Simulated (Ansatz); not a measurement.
# Y on Ru(0001): change of the work function, part 3 of 3

Aim: the work function of Ru(0001) at several coverages of Y (fcc site), and the dipole that each adsorbate carries.

Ansatz 0.2.0; plane-wave DFT, PBE, Ansatz PAW.

So far, work function, upper face (eV): step 2 (the clean slab) 5.05; step 3 (37 atoms, coverage 0.111 ML, cell 3x3) 2.86.

## (4) Adsorbate added, k-mesh 6×6×1, coverage 0.25 ML

System of this step: Y/Ru(0001). The cell holds 17 atoms: 16 Ru and 1 Y. Its edges and angles: a = 5.400 Å, b = 5.400 Å, c = 27.471 Å, α = 90.0°, β = 90.0°, γ = 60.0°. Vacuum lies along c.

Another coverage, to see how the dipoles act on each other as their distance changes.

input.yaml

```yaml
crystal:
  lattice:
    - [5.4, 0.0, 0.0]
    - [2.7, 4.6765371804, 0.0]
    - [0.0, 0.0, 27.4711513666]
  atoms:
    - { symbol: Ru, position: [0.3333333333, 0.3333333333, 0.3276164104] }
    - { symbol: Ru, position: [0.0, 0.0, 0.4054580695] }
    - { symbol: Ru, position: [0.3333333333, 0.3333333333, 0.4840055145] }
    - { symbol: Ru, position: [0.0, 0.0, 0.55990763] }
    - { symbol: Ru, position: [0.3333333333, 0.8333333333, 0.3276164104] }
    - { symbol: Ru, position: [0.0, 0.5, 0.4054580695] }
    - { symbol: Ru, position: [0.3333333333, 0.8333333333, 0.4840055145] }
    - { symbol: Ru, position: [0.0, 0.5, 0.55990763] }
    - { symbol: Ru, position: [0.8333333333, 0.3333333333, 0.3276164104] }
    - { symbol: Ru, position: [0.5, 0.0, 0.4054580695] }
    - { symbol: Ru, position: [0.8333333333, 0.3333333333, 0.4840055145] }
    - { symbol: Ru, position: [0.5, 0.0, 0.55990763] }
    - { symbol: Ru, position: [0.8333333333, 0.8333333333, 0.3276164104] }
    - { symbol: Ru, position: [0.5, 0.5, 0.4054580695] }
    - { symbol: Ru, position: [0.8333333333, 0.8333333333, 0.4840055145] }
    - { symbol: Ru, position: [0.5, 0.5, 0.55990763] }
    - { symbol: "Y", position: [0.1666666667, 0.1666666667, 0.6723835896] }
kpoints:
  mp_grid: { grid: [6, 6, 1] }
hamiltonian:
  xc: pbe
scf:
  occupations: { method: fermi_dirac, width: 0.1 }
  convergence: { dr2_threshold: 1.0e-08 }
efield:
  axis: 3
  dipole_correction: true
  ramp_position: 0.97
  ramp_width: 0.06
relax:
  f_tol: 0.02
  max_steps: 60
  constraints: [{ sites: [0, 1, 4, 5, 8, 9, 12, 13] }]
output:
  dos: { projected: true, e_range: [-8, 4] }
  write_potential: true
  write_density: true
  volumetric_format: npy
  elf: true
```

On the command line:

```sh
ansatz run input.yaml --threads 4 --pin off --max-ram 16384MiB --backend cpu --events-out ev --progress --plain --runs-dir out
```

Log:

```text
[...]
Crystal: 17 atoms, lattice volume = 693.737 Å³
Basis set: ecut = 420 eV, 13465 PW (Γ), exchange–correlation on 80×80×384 points (8 copies of the dense FFT grid, shifted against one another)
Bands: 161, of which v1, the nominal top of the filled ones, is band 134 counted from 1 (133 counted from 0)
Symmetry: 6 space group operations
[...]
k-points: 7 of 36 (time reversal used)
[...]
SCF iter   1: F=—  HF=-97899.138094 eV  |F-HF|=—  |Δ(HF+E_count)|=         —  Δρ=1.43e-2  dr2=3.54e1  ethr=1.77e-3  p=0.272 e·Å  D=7.08e-2 V/Å  ΔV_dip=-1.95 eV  dr2_dipole=1.73e1  V_vac-E_F(+/−)=2.96/4.90 eV  ⟨swp⟩=7.4  Hψ=4578  notcnv=0
[...]
SCF iter  12: F=-97898.808684 eV  HF=-97898.808684 eV  |F-HF|=4.39e-9  |Δ(HF+E_count)|=   2.58e-8  Δρ=4.23e-7  dr2=2.96e-9  ethr=3.75e-12  p=0.267 e·Å  D=6.95e-2 V/Å  ΔV_dip=-1.91 eV  dr2_dipole=2.27e-10  V_vac-E_F(+/−)=3.18/5.09 eV  ⟨swp⟩=9.9  Hψ=7438  notcnv=0
SCF 1 converged in 12 iterations: F = -97898.808684 eV  dr2 = 2.96e-9
[...]
relax step   1: F+E_penalty+E_count = -97898.80868418 eV  Δ(F+E_penalty+E_count) = +0.000e0 eV  max|allowed force component| = 2.416e0 eV/Å  Δτ_max = 0.0000 Å  (12 SCF iters, accepted)
[...]
SCF iter   1: F=—  HF=-97899.409956 eV  |F-HF|=—  |Δ(HF+E_count)|=         —  Δρ=4.43e-3  dr2=1.08e0  ethr=3.58e-4  p=0.267 e·Å  D=6.95e-2 V/Å  ΔV_dip=-1.91 eV  dr2_dipole=1.94e-1  V_vac-E_F(+/−)=3.20/5.11 eV  ⟨swp⟩=1.1  Hψ=3337  notcnv=0
[...]
eigensolver tolerance schedule calibrated: the retry pair's looser diagonalisation under-reported the residual by θ = 0.11 (0.12/decade); ethr = c·dr2/N_el runs at the constant in force after the calibration composes with the one it found (an armed cap, an earlier calibration), c = 7.2e-2
[...]
SCF iter   2: F=—  HF=-97899.376232 eV  |F-HF|=—  |Δ(HF+E_count)|=   3.37e-2  Δρ=1.88e-3  dr2=9.32e-2  ethr=2.89e-4  p=0.284 e·Å  D=7.41e-2 V/Å  ΔV_dip=-2.04 eV  dr2_dipole=4.54e-4  V_vac-E_F(+/−)=3.05/5.09 eV  ⟨swp⟩=2.0  Hψ=1793  notcnv=0
[...]
SCF iter  11: F=-97899.371937 eV  HF=-97899.371937 eV  |F-HF|=2.49e-8  |Δ(HF+E_count)|=   7.63e-9  Δρ=5.56e-7  dr2=3.22e-9  ethr=2.69e-12  p=0.287 e·Å  D=7.48e-2 V/Å  ΔV_dip=-2.06 eV  dr2_dipole=1.32e-10  V_vac-E_F(+/−)=3.04/5.09 eV  ⟨swp⟩=9.0  Hψ=9126  notcnv=0
SCF 2 converged in 11 iterations: F = -97899.371937 eV  dr2 = 3.22e-9
relax step   2: F+E_penalty+E_count = -97899.37193744 eV  Δ(F+E_penalty+E_count) = -5.633e-1 eV  max|allowed force component| = 2.596e0 eV/Å  Δτ_max = 0.1949 Å  (11 SCF iters, accepted)
[...]
SCF iter  12: F=-97899.921601 eV  HF=-97899.921601 eV  |F-HF|=5.21e-9  |Δ(HF+E_count)|=   1.58e-8  Δρ=3.24e-7  dr2=2.12e-9  ethr=1.14e-12  p=0.319 e·Å  D=8.33e-2 V/Å  ΔV_dip=-2.29 eV  dr2_dipole=1.23e-10  V_vac-E_F(+/−)=2.80/5.09 eV  ⟨swp⟩=10.9  Hψ=8039  notcnv=0
SCF 3 converged in 12 iterations: F = -97899.921601 eV  dr2 = 2.12e-9
relax step   3: F+E_penalty+E_count = -97899.92160120 eV  Δ(F+E_penalty+E_count) = -5.497e-1 eV  max|allowed force component| = 2.481e0 eV/Å  Δτ_max = 0.1997 Å  (12 SCF iters, accepted)
[...]
relax step   4: F+E_penalty+E_count = -97900.39248471 eV  Δ(F+E_penalty+E_count) = -4.709e-1 eV  max|allowed force component| = 1.784e0 eV/Å  Δτ_max = 0.1972 Å  (11 SCF iters, accepted)
[...]
relax step   5: F+E_penalty+E_count = -97900.64358886 eV  Δ(F+E_penalty+E_count) = -2.511e-1 eV  max|allowed force component| = 4.488e-1 eV/Å  Δτ_max = 0.1996 Å  (11 SCF iters, accepted)
[...]
relax step   6: F+E_penalty+E_count = -97900.70183074 eV  Δ(F+E_penalty+E_count) = -5.824e-2 eV  max|allowed force component| = 1.847e-1 eV/Å  Δτ_max = 0.1554 Å  (11 SCF iters, accepted)
[...]
relax step   7: F+E_penalty+E_count = -97900.71179953 eV  Δ(F+E_penalty+E_count) = -9.969e-3 eV  max|allowed force component| = 2.954e-2 eV/Å  Δτ_max = 0.0335 Å  (9 SCF iters, accepted)
SCF iter   1: F=—  HF=-97900.710324 eV  |F-HF|=—  |Δ(HF+E_count)|=         —  Δρ=1.22e-4  dr2=3.11e-4  ethr=6.03e-7  p=0.404 e·Å  D=1.05e-1 V/Å  ΔV_dip=-2.89 eV  dr2_dipole=4.31e-5  V_vac-E_F(+/−)=2.20/5.10 eV  ⟨swp⟩=2.0  Hψ=1686  notcnv=0
[...]
SCF iter   6: F=-97900.711870 eV  HF=-97900.711870 eV  |F-HF|=5.56e-9  |Δ(HF+E_count)|=   7.61e-8  Δρ=5.35e-7  dr2=4.69e-9  ethr=3.75e-12  p=0.404 e·Å  D=1.05e-1 V/Å  ΔV_dip=-2.89 eV  dr2_dipole=2.78e-11  V_vac-E_F(+/−)=2.20/5.09 eV  ⟨swp⟩=11.4  Hψ=8635  notcnv=0
SCF 8 converged in 6 iterations: F = -97900.711870 eV  dr2 = 4.69e-9
[...]
relax step   8: F+E_penalty+E_count = -97900.71187004 eV  Δ(F+E_penalty+E_count) = -7.051e-5 eV  max|allowed force component| = 6.499e-3 eV/Å  Δτ_max = 0.0028 Å  (6 SCF iters, accepted)
[...]
SCF converged after 6 iterations
Free energy (F): -97900.711870 eV
[...]
Internal energy: -97900.068751 eV  (E = F + TS)
E sigma→0 (E₀):  -97900.390311 eV
Entropy (-TS):   -0.643119 eV (-37.831 meV/atom)
Fermi energy:    5.570033 eV
Dipole field:    D = 0.105335 V/Å  (p = 0.403837 e·Å, saw-weighted, corrected)
Work function:   Φ+ = 2.2013 eV   Φ− = 5.0950 eV
[...]
--- Forces (eV/Å), atoms counted from 1 ---
  atom   1  Ru     0.04581662     0.02645224     0.47159366
  atom   2  Ru     0.20253667     0.11693460    -0.42301990
  atom   3  Ru     0.00101018     0.00058323    -0.00243788
  atom   4  Ru    -0.00044641    -0.00025774    -0.00067604
  atom   5  Ru    -0.00000000    -0.05290447     0.47159366
  atom   6  Ru    -0.00000000    -0.23386920    -0.42301990
  atom   7  Ru     0.00000000    -0.00116646    -0.00243788
  atom   8  Ru     0.00000000     0.00051547    -0.00067604
  atom   9  Ru    -0.04581662     0.02645224     0.47159366
  atom  10  Ru    -0.20253667     0.11693460    -0.42301990
  atom  11  Ru    -0.00101018     0.00058323    -0.00243788
  atom  12  Ru     0.00044641    -0.00025774    -0.00067604
  atom  13  Ru    -0.00000000     0.00000000     0.32869229
  atom  14  Ru    -0.00000000    -0.00000000    -0.47231312
  atom  15  Ru     0.00000000    -0.00000000     0.00649852
  atom  16  Ru    -0.00000000    -0.00000000     0.00152840
  atom  17  Y      0.00000000    -0.00000000    -0.00077636
  max |Σ_I F_I| component: 9.26e-6 eV/Å
--- Band table (eV; the first three rows and the last of 7) ---
  k-point 0: bands = [... 130 lower, 6.0750, 6.1899, 6.1899, 6.4865, 6.5685, 6.5685, 6.6123, 6.7275, ... 23 higher]
  k-point 1: bands = [... 130 lower, 5.7517, 5.9449, 6.0445, 6.0912, 6.1247, 6.2485, 6.3960, 6.5212, ... 23 higher]
  k-point 2: bands = [... 130 lower, 5.1852, 5.2424, 5.4718, 5.5050, 5.7060, 5.8210, 5.9158, 5.9525, ... 23 higher]
  k-point 6: bands = [... 130 lower, 5.0092, 5.1980, 5.2045, 5.2126, 5.6541, 5.7084, 5.7931, 5.8332, ... 23 higher]
--- Relaxed structure (8 steps of the walk, 8 accepted, 0 SCFs on fresh bases) ---
  F+E_penalty+E_count = -97900.71187004 eV   max|allowed force component| = 6.499e-3 eV/Å
  atoms:
    - { symbol: Ru, position: [0.333333, 0.333333, 0.3276164104] }
    - { symbol: Ru, position: [2.666712e-17, 2.666712e-17, 0.405458] }
    - { symbol: Ru, position: [0.334499, 0.334499, 0.484168] }
    - { symbol: Ru, position: [-0.00575007, -0.00575007, 0.560519] }
    - { symbol: Ru, position: [0.333333, 0.833333, 0.3276164104] }
    - { symbol: Ru, position: [5.551115e-17, 0.5, 0.405458] }
    - { symbol: Ru, position: [0.334499, 0.831003, 0.484168] }
    - { symbol: Ru, position: [-0.00575007, 0.511500, 0.560519] }
    - { symbol: Ru, position: [0.833333, 0.333333, 0.3276164104] }
    - { symbol: Ru, position: [0.500000, 2.666712e-17, 0.405458] }
    - { symbol: Ru, position: [0.831003, 0.334499, 0.484168] }
    - { symbol: Ru, position: [0.511500, -0.00575007, 0.560519] }
    - { symbol: Ru, position: [0.833333, 0.833333, 0.3276164104] }
    - { symbol: Ru, position: [0.500000, 0.5, 0.405458] }
    - { symbol: Ru, position: [0.833333, 0.833333, 0.480810] }
    - { symbol: Ru, position: [0.500000, 0.5, 0.563021] }
    - { symbol: Y, position: [0.166667, 0.166667, 0.639037] }
```

Elapsed: 3.8 min, on 4 threads of Arm Neoverse V1, shared host; peak memory 2.7 GiB.

Relaxation path:

```tsv
step	energy less that of the first step (eV)	largest force component (eV/Å)
1	0.0000	2.4155
2	-0.5633	2.5962
3	-1.1129	2.4805
4	-1.5838	1.7843
5	-1.8349	0.4489
6	-1.8931	0.1847
7	-1.9031	0.0295
8	-1.9032	0.0065
```

Forces are held to the 6 operations that the program found; a distortion that breaks them can't arise in this run.

The atoms that moved most (Å):

```tsv
atom	dx	dy	dz	length
Y17	0.000	0.000	-0.916	0.916
Ru15	0.000	0.000	-0.088	0.088
Ru16	0.000	0.000	0.086	0.086
Ru8	0.000	0.054	0.017	0.056
Ru4	-0.047	-0.027	0.017	0.056
Ru12	0.047	-0.027	0.017	0.056
Ru3	0.009	0.005	0.004	0.012
Ru7	0.000	-0.011	0.004	0.012
```

Final coordinates:

```xyz
17
Lattice="5.4000 0.0000 0.0000 2.7000 4.6765 0.0000 0.0000 0.0000 27.4712" Properties=species:S:1:pos:R:3
Ru    2.7000    1.5588    9.0000
Ru    0.0000    0.0000   11.1384
Ru    2.7094    1.5643   13.3006
Ru   -0.0466   -0.0269   15.3981
Ru    4.0500    3.8971    9.0000
Ru    1.3500    2.3383   11.1384
Ru    4.0500    3.8862   13.3006
Ru    1.3500    2.3920   15.3981
Ru    5.4000    1.5588    9.0000
Ru    2.7000    0.0000   11.1384
Ru    5.3906    1.5643   13.3006
Ru    2.7466   -0.0269   15.3981
Ru    6.7500    3.8971    9.0000
Ru    4.0500    2.3383   11.1384
Ru    6.7500    3.8971   13.2084
Ru    4.0500    2.3383   15.4668
Y     1.3500    0.7794   17.5551
```

This step gave:

* energy at zero smearing: -97900.3903 eV
* work function, upper face: 2.201 eV
* work function, lower face: 5.095 eV
* dipole along the normal: 0.4038 e·Å
* step between the vacuum levels: -2.894 eV

Running mean over 2.138 Å of the planar mean; the ramp of the sawtooth is left out. The electron's electrostatic potential energy less the Fermi level by z:

z (Å), electron's electrostatic potential energy less the Fermi level (eV) and a bar from the least value:
```
      3.5        5.1 ##############################
      4.0        5.1 ##############################
      4.5        5.1 ##############################
      5.0        5.1 ##############################
      5.5        5.1 ##############################
      6.0        5.0 ##############################
      6.5        4.8 ##############################
      7.0        4.0 ############################
      7.5        0.8 #######################
      8.0       -6.3 #############
      8.5      -12.3 ####
      9.0      -14.2 #
      9.5      -14.5 #
     10.0      -14.7 
     10.5      -14.8 
     11.0      -14.9 
     11.5      -14.9 
     12.0      -14.9 
     12.5      -14.8 
     13.0      -14.8 
     13.5      -14.8 
     14.0      -14.8 
     14.5      -14.7 
     15.0      -14.6 
     15.5      -14.3 #
     16.0      -12.7 ###
     16.5       -7.8 ###########
     17.0       -3.3 #################
     17.5       -2.1 ###################
     18.0       -1.8 ####################
     18.5       -0.8 #####################
     19.0        0.6 #######################
     19.5        1.5 #########################
     20.0        1.9 #########################
     20.5        2.1 #########################
     21.0        2.1 ##########################
     21.5        2.2 ##########################
     22.0        2.2 ##########################
     22.5        2.2 ##########################
     23.0        2.2 ##########################
     23.5        2.2 ##########################
     24.0        2.2 ##########################
```

The density of states has structure finer than the step of the table below, so its rows give means over 0.5 eV. Peaks (eV: height): -5.35: 53.1, -2.89: 50.4, -2.80: 61.0, -2.05: 41.2, -1.95: 46.3, -1.62: 47.3, 0.81: 42.7.

The density of states by energy, zero at the Fermi level; means over each step:

```tsv
energy (eV)	density of states (states/eV a cell)
-7.5	0.352
-7.0	0.890
-6.5	1.17
-6.0	8.04
-5.5	21.5
-5.0	18.3
-4.5	20.5
-4.0	20.7
-3.5	16.0
-3.0	25.0
-2.5	25.3
-2.0	30.4
-1.5	27.5
-1.0	16.5
-0.5	19.7
0.0	19.6
0.5	18.6
1.0	27.3
1.5	23.7
```

Projected DOS per atom over height of the atomic layer and energy from the Fermi level. Layers: Ru4 Ru4 Ru4 Ru4 Y from below.

Values in states/eV, 22 rows by 5 columns, each cell a mean:
```
0.82 0.87 0.96 0.94 2.69
1.26 1.85 1.79 1.05 1.52
1.79 1.48 1.45 1.42 1.78
1.30 1.10 0.92 0.96 1.20
1.42 0.79 0.91 1.30 1.10
1.74 0.90 1.00 1.47 1.04
1.07 0.68 0.78 0.92 0.65
1.96 1.33 1.35 1.70 0.85
2.40 1.44 1.44 1.91 0.77
1.58 1.38 1.49 1.97 0.70
1.67 1.58 1.55 1.89 0.59
0.82 1.09 1.00 1.15 0.26
1.18 1.10 1.07 1.13 0.14
1.18 1.43 1.42 1.30 0.09
1.27 1.26 1.14 1.32 0.11
0.84 1.54 1.50 0.96 0.10
0.58 1.89 1.88 0.71 0.07
0.20 0.94 0.91 0.27 0.03
0.03 0.13 0.13 0.04 0.01
0.02 0.09 0.09 0.03 0.00
0.01 0.07 0.06 0.02 0.00
0.00 0.00 0.00 0.00 0.00
```
Columns: height of the atomic layer (Å) from 9 to 17.6; rows upwards: energy from the Fermi level (eV) from -7.96 to 1.95.

Electrostatic potential energy in the ca plane at fractional y = 0.000, with atoms of Ru within 0.2 Å of it. With pseudopotentials it is smooth inside the atoms' cores, unlike the true potential.

Ten even steps from '0' (-83 eV) to '9' (9 eV), each cell a mean:
```
99999720038999998500159999999999999999999999
98899864479988899853589999999999999999999999
87789998899976789988899999999999999999999999
86689999999876789999999999999999999999999999
87789986789987899876789999999999999999999999
99999841258999999620269999999999999999999999
99999710038999998500058999999999999999999999
99999720048999999610169999999999999999999999
98899864479998899864689988899999999999999999
87789998899986789998999876789999999999999999
86689999999976789999999865789999999999999999
87789986789987899987899877789999999999999999
99999841158999999731379988899999999999999999
99999610027999998500058999999999999999999999
```
Columns run along c (16.0 Å, from fractional 0.31 to 0.89 of the cell; values clipped at the 3rd and 97th percentile), rows up along a (5.4 Å). Atoms in or near the plane, at fractional coordinates: Ru at (0.41, 0.00), Ru at (0.56, 0.99), Ru at (0.41, 0.50), Ru at (0.56, 0.51).

ELF in the ca plane at fractional y = 0.000, with atoms of Ru within 0.2 Å of it. It is the smooth field of the valence electrons, not physical close to the nuclei.

Ten even steps from '0' (0.00) to '9' (0.81), each cell a mean:
```
43333476763333333675753332100111000000000000
33323356643333233467632333211000000000000000
35433333333345423333333333211000000000000000
35533333333245422333333333211000000000000000
34333334433334323345422333211000000000000000
33333367753332333577742343111100000000000000
44333474573333333673763431000111100000000000
43333476763333333576764321100112110000000000
33333356643333233356543235421122211000000000
34433333333235423323332379852123321000000000
35533333333235422333342389962123321000000000
34333334433333323334333257741122221000000000
33233367753332233477754322210112211000000000
44333474573333333674764421000111100000000000
```
Columns run along c (16.0 Å, from fractional 0.31 to 0.89 of the cell), rows up along a (5.4 Å). Atoms in or near the plane, at fractional coordinates: Ru at (0.41, 0.00), Ru at (0.56, 0.99), Ru at (0.41, 0.50), Ru at (0.56, 0.51).

Valence density in the ca plane at fractional y = 0.000, with atoms of Ru within 0.2 Å of it. It is the smooth field of the valence electrons, not physical close to the nuclei.

Ten steps, logarithmic in the rise over the least value, from '0' (0.00 × 1e0 e/Å³) to '9' (9.86 × 1e0 e/Å³), each cell a mean:
```
23333589974333334799963210000000000000000000
34433467753344333578742100000000000000000000
45543334433356533344431100000000000000000000
46643333333456533333321100000000000000000000
35543346543345433456532100000000000000000000
33333479874333333689863110000000000000000000
23333589985333334799973211000000000000000000
23333589974333334689863221100000000000000000
34433467753334433467643333310000000000000000
45543334433345543334332345431000000000000000
46643333333356543233322355531000000000000000
35543346543345433345433344321000000000000000
33333478864333333588753222210000000000000000
23333589985333334799974211000000000000000000
```
Columns run along c (16.0 Å, from fractional 0.31 to 0.89 of the cell), rows up along a (5.4 Å). Atoms in or near the plane, at fractional coordinates: Ru at (0.41, 0.00), Ru at (0.56, 0.99), Ru at (0.41, 0.50), Ru at (0.56, 0.51).

The relaxation took 8 steps and lowered the energy by 1.9 eV; the largest force on the free atoms ends at 0.0065 eV/Å.

By hand: a sheet of dipoles makes a step −p/(ε₀A) in the electron's potential. With e/ε₀ = 180.95 V·Å, p = 0.4038 e·Å and A = 25.25 Å², that is −180.95 × (0.4038) / 25.25 = -2.894 eV, and the two vacuum levels of the run differ by -2.894 eV.

The covered face has 2.20 eV, -2.84 eV against the clean one; the bare back face has moved by +0.02 eV, a measure of how thin the slab is.

## (5) Work function against coverage

This step: plane-wave DFT, PBE, Ansatz PAW; work function against coverage (Ansatz 0.2.0).

The runs are now put side by side.

Numbers from this step:

| Quantity | Value |
| --- | --- |
| work function of the clean face | 5.046 eV |
| largest change of the work function | -2.844 eV |

Work function of the covered face against coverage:

```tsv
coverage (adsorbates/nm²)	work function of the covered face (eV)
0.00	5.05
1.76	2.86
3.96	2.20
```

The dipole per adsorbate comes from the change of the cell's dipole. Coverage, by row:

```tsv
coverage (1/nm²)	coverage (ML)	work function (eV)	change (eV)	dipole per adsorbate, positive end outwards (debye)	mean height of the added atoms over the highest substrate atom (Å)
1.76	0.1111	2.865	-2.181	3.305	2.164
3.96	0.25	2.201	-2.844	1.92	2.088
```

## (6) What came out

```
work function of the clean face                        : 5.05 eV
work function at 0.11 ML                               : 2.86 eV
work function at 0.25 ML                               : 2.20 eV
dipole per adsorbate at 0.11 ML, positive end outwards : 3.31 D
```

Y lowers the work function of Ru(0001) at the lowest coverage, by 2.18 eV: the adsorbate layer has its positive end outwards. The slab has 4 layers, at the tabulated experimental lattice constant, one starting site was run, and quantum-size effects of a slab this thin can reach one or two tenths of an eV. The main runs have no spin polarisation; a magnetic state could lie lower and would change these results.

[Long decimals in the printed logs are rounded to 6 places.]

[Logs are printed without paths, hosts, clocks, repeated set-up lines and the standing remarks that a program may print on its own settings, such as how far it seeks lower states.]

[Hosts, paths, dates, database ids (printed as entryN), source tags and the programs' standing remarks are cut or masked in the printed files.]

[Maps of the electrostatic potential energy from Ansatz leave out the sawtooth potential of an applied field or a dipole correction, so their vacuum need not be flat; planar profiles and work functions include it.]
